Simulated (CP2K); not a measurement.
The N K edge of fluoroacetonitrile was computed by TDDFT (CP2K XAS_TDP, aug-cc-pVTZ, TDA) at these levels: PBE, PBEh(45%) and PBEh(45%) + GW2X. The first three lines of N1 (bonded to C) with a strength over 0.0015, energy in eV and strength:

```tsv
run	first	second	third
1	379.51 (0.003)	379.62 (0.020)	380.71 (0.025)
2	398.57 (0.057)	399.32 (0.056)	405.07 (0.007)
3	394.74 (0.057)	395.48 (0.057)	401.24 (0.007)
```

Q: Which run is which?

Run 1: PBE (0 % exact exchange). Run 2: PBEh(45%) + GW2X (45 % exact exchange). Run 3: PBEh(45%) (45 % exact exchange). Self-interaction lifts the core level, so the uncorrected lines rise with the share of exact exchange. The GW2X run keeps the spacings of its parent: 0.75 eV between the first two lines in run 2, 0.74 eV in run 3. Its shift is +3.83 eV, since the Kohn–Sham level at this share of exchange lies that far above the quasiparticle level.

[Banner, clock and machine lines of the logs are left out without a mark of their own.]

[Logs are printed without paths, hosts, clocks, repeated set-up lines and the standing remarks that a program may print on its own settings, such as how far it seeks lower states.]

[Hosts, paths, dates, database ids (printed as entryN), source tags and the programs' standing remarks are cut or masked in the printed files.]
